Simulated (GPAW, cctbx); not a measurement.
## Reading charge transfer from structure factors

Zn2CuO3, Immm (no. 71), a = 2.9503 Å, b = 3.7801 Å, c = 11.3360 Å, α = 90.00°, β = 90.00°, γ = 90.00°.

```csv
atom,mult.,x,y,z
Zn1,4,0,1/2,0.3447
Cu1,2,0,1/2,0
O1,2,0,0,0
O2,4,0,1/2,0.1699
```

The cell comes from substitution in a known structure type and wasn't matched to any measured phase.

Absolute values of the static structure factors of the conventional cell from DFT (PBE, GPAW) against free spherical atoms, in electrons:

```
hkl  d (Å)  free atoms  crystal
002  5.668       11.62    11.46
011  3.586        8.56     8.51
101  2.855       15.90    16.83
004  2.834       22.31    22.29
013  2.672      109.51   107.10
110  2.326      150.90   150.77
103  2.325      127.44   126.49
112  2.152       10.80    11.92
015  1.944       29.34    29.25
020  1.890      156.74   157.47
```

**Question.** Which way does charge move, and which reflections show it best?

Project each element's phase sum on the total phase. |F| rises if density moves to atoms that scatter in phase and falls if it moves to atoms that scatter against it; the rule is for low angles, since changes of shape take over beyond. Where all elements are in phase the terms compete, and the compactness of the donor's and the acceptor's density matters too.

| hkl | Zn in phase | Cu in phase | O in phase | change (e) | (%) |
| --- | --- | --- | --- | --- | --- |
| 002 | -1.5 | +2.0 | -0.1 | -0.16 | -1.4 |
| 011 | +2.2 | -2.0 | +0.1 | -0.04 | -0.5 |
| 101 | -2.2 | +2.0 | +3.9 | +0.93 | +5.8 |
| 004 | +2.9 | -2.0 | -0.3 | -0.02 | -0.1 |
| 013 | +3.9 | +2.0 | -6.0 | -2.40 | -2.2 |
| 110 | +4.0 | +2.0 | +2.0 | -0.13 | -0.1 |
| 103 | +3.9 | +2.0 | -2.0 | -0.96 | -0.8 |
| 112 | +1.5 | -2.0 | +4.1 | +1.12 | +10.3 |

Low-angle reflections that set elements apart and change by more than 0.05 e: 002, 101, 013, 103 and 112 (011 and 004 hardly move and tell little). The signs fit a gain of density on O and a loss on Zn and Cu. The best witness is 112, +10.3 %, where O enters with +4.1. The real-space density agrees: Voronoi charges Zn +0.45, Cu +0.35, O -0.42 e. The shortest bond, Cu–O, has Δρ = +0.04 e/Å³ at its midpoint, low for a shared bond; with the charge transfer this is a polar contact. Limits: no Hubbard U on Cu.

[Outputs are excerpts: Python notices, other lines and further rows are left out; steps that failed or that the build refused (PBEsol, TPSS) are not shown.]

[Logs are printed without paths, hosts, clocks, repeated set-up lines and the standing remarks that a program may print on its own settings, such as how far it seeks lower states.]
